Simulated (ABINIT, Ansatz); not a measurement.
**A GW run on CdTe (F-43m) in ABINIT, with inputs changed**

What do changed inputs do to GW on CdTe (F-43m)?

Method: PBE and many-body steps on it, plane waves, in ABINIT 10.8.3.

This is a report of a sequence of runs, with most program output left out.

## (1) The structure

The structure is cubic, space group F-43m (No. 216). The conventional cell has a = 6.480 Å, b = 6.480 Å, c = 6.480 Å, α = 90.00°, β = 90.00°, γ = 90.00°. Nearest to Cd lie 4 Te at 2.81 Å. Nearest to Te lie 4 Cd at 2.81 Å. Farther neighbours and most contacts between anions are not listed.

Structure file:

```cif
data_structure
_symmetry_space_group_name_H-M 'F-43m'
_symmetry_Int_Tables_number 216
_cell_length_a 6.4800
_cell_length_b 6.4800
_cell_length_c 6.4800
_cell_angle_alpha 90.000
_cell_angle_beta 90.000
_cell_angle_gamma 90.000
_cell_volume 272.10
loop_
_atom_site_label
_atom_site_type_symbol
_atom_site_symmetry_multiplicity
_atom_site_Wyckoff_symbol
_atom_site_fract_x
_atom_site_fract_y
_atom_site_fract_z
_atom_site_occupancy
Cd1 Cd 4 a 0.00000 0.00000 0.00000 1
Te1 Te 4 d 0.25000 0.25000 0.75000 1
```

The cell and positions come from the Crystallography Open Database and are kept as given unless a step says otherwise. Spin-orbit coupling is left out unless a step names it.

## (2) Screening, 4×4×4 mesh, 271 bands, screening to 212.2 eV

This step: ABINIT 10.8.3; RPA screening on PBE, plane waves, norm-conserving pseudopotentials.

The RPA dielectric matrix is built and inverted for each q.

run.abi reads:

```
acell 3*1.0 Angstrom
rprim 
  0.000000000000 3.240000000000 3.240000000000
  3.240000000000 0.000000000000 3.240000000000
  3.240000000000 3.240000000000 0.000000000000
ntypat 2
znucl 48 52
natom 2
typat 1 2
xred 
  0.000000000000 0.000000000000 0.000000000000
  0.250000000000 0.250000000000 0.250000000000
pp_dirpath "pseudos"
pseudos "Cd.upf, Te.upf"
ecut 47
ngkpt 4 4 4
nshiftk 1
shiftk 0 0 0
kptopt 1
chksymbreak 0
istwfk *1
occopt 1
irdwfk 1
optdriver 3
nband 271
ecuteps 7.8
inclvkb 2
awtr 1
symchi 1
indata_prefix "in"
outdata_prefix "out"
tmpdata_prefix "tmp"
```

On the command line:

```
$ OMP_NUM_THREADS=1 mpirun -n 8 abinit run.abi > log
```

Elapsed: 13 min, on 8 MPI ranks of AMD EPYC 7R43, shared host; peak memory 4.9 GiB; 1.8 h of CPU time.

Numbers from this step:

* ε∞ with local fields, on this mesh, along the program's q direction: 25.81
* the same without local fields: 27.06
* plasma frequency: 29.86 eV
* plane waves in the screening matrix: 531

Local fields lower ε∞ by 5 %.

## (3) Base

The self-energy is evaluated for the states that the input lists, and the levels follow from it, in one-shot runs by the linearised quasiparticle equation.

This step: G0W0 on PBE, plane waves, norm-conserving pseudopotentials.

Edit run.abi of step 2 so:

```diff
@@ -23,8 +23,15 @@
 irdwfk 1
-optdriver 3
+optdriver 4
 nband 271
+gwcalctyp 0
+ecutsigx 47
+symsigma 1
+nkptgw 1
+kptgw 
+  0.0000000000 0.0000000000 0.0000000000
+bdgw 
+  20 26
 ecuteps 7.8
-inclvkb 2
-awtr 1
-symchi 1
+irdscr 1
+ppmodel 1
 indata_prefix "in"
```

Wall time 53 s (8 MPI ranks); peak memory 4.5 GiB.

This step gave:

```
G0W0 gap on the points computed              : 1.547 eV
starting gap on the mesh                     : 0.7704 eV
k of the valence top                         : 0, 0, 0
k of the conduction bottom                   : 0, 0, 0
Z at the valence top                         : 0.798
Z at the conduction bottom                   : 0.811
least direct G0W0 gap on the computed points : 1.547 eV
```

The gap on the mesh goes from 0.77 eV to 1.55 eV, a correction of +0.78 eV.

## (4) Broadening of the poles

Edit run.abi of step 3 so:

```diff
@@ -36,2 +36,3 @@
 ppmodel 1
+zcut 0.01 eV
 indata_prefix "in"
```

The job ended after 38 s (8 MPI ranks; peak memory 4.4 GiB).

Numbers from this step:

* G0W0 gap on the points computed: 1.547 eV
* starting gap on the mesh: 0.7704 eV
* k of the valence top: 0, 0, 0
* k of the conduction bottom: 0, 0, 0
* Z at the valence top: 0.798
* Z at the conduction bottom: 0.811
* least direct G0W0 gap on the computed points: 1.547 eV

Against G0W0 in ABINIT (4×4×4 mesh, 271 bands, screening to 212.2 eV, Godby-Needs plasmon pole), the gap moves by +0.000 eV.

## (5) Unknown plasmon-pole model

Edit run.abi of step 4 so:

```diff
@@ -35,4 +35,3 @@
 irdscr 1
-ppmodel 1
-zcut 0.01 eV
+ppmodel 7
 indata_prefix "in"
```

Elapsed: 5 s, on 8 MPI ranks; peak memory 0.41 GiB.

The run stopped with an error after 5 s.

The program's words: Wrong ppm%model: 7

The fault put into this input: unknown plasmon-pole model.

## (6) Side by side

Times are wall times on 8 MPI ranks of AMD EPYC 7R43, shared host, good to a factor of about two. A run's time includes the screening step that it read.

```csv
run,mesh,bands,screening cutoff (eV),DFT gap (eV),gap on the mesh (eV),direct (eV),ε∞ used,time
base,4×4×4,271,212.2,0.770,1.547,1.547,25.81,14 min
broadening of the poles,4×4×4,271,212.2,0.770,1.547,1.547,25.81,14 min
```

## (7) Summary of results

```
base                    : 1.547 eV
broadening of the poles : 1.547 eV
known limits            : not at the basis limit; mesh may overstate the screening; no spin-orbit coupling; coarse k mesh
```

Broadening of the poles: no change against base (keys changed: zcut). Bands and cutoff are finite, so the gap is not at the basis limit. The miss can reach some tenths of an eV and take either sign; the mesh is an error of its own. In the first G0W0 run levels were corrected at 1 k point alone, so a gap called «on the mesh» is the least over those, and an edge elsewhere would be missed. The 4×4×4 mesh is coarse for this cell, which bears on the long-range parts of exchange and screening. The RPA ε∞ on this mesh reaches over 25; with a narrow direct gap a coarse mesh can overstate it, and the correction is then too small. The many-body steps are scalar-relativistic: spin-orbit coupling is not in them.

[Paths, hosts, dates, memory and timing lines, banners, echoed tables and standing remarks are left out of the program output.]

[Logs are printed without paths, hosts, clocks, repeated set-up lines and the standing remarks that a program may print on its own settings, such as how far it seeks lower states.]

[Runs of the session that timed out or met a known fault of the program may be left out.]

[No measured gap is set beside runs whose start may be inverted or whose files or cutoffs have a known fault.]

[Hosts, paths, dates, database ids (printed as entryN), source tags and the programs' standing remarks are cut or masked in the printed files.]

[G0W0 gaps are taken among the corrected bands and points alone; a level outside them can change the order at an edge.]

[Where Ansatz stands beside ABINIT at settings called matched, ABINIT's density can come from a denser mesh and the files from another edition; pairs whose starting gaps differed by over 0.03 eV were left out, so agreement reads better than it is.]
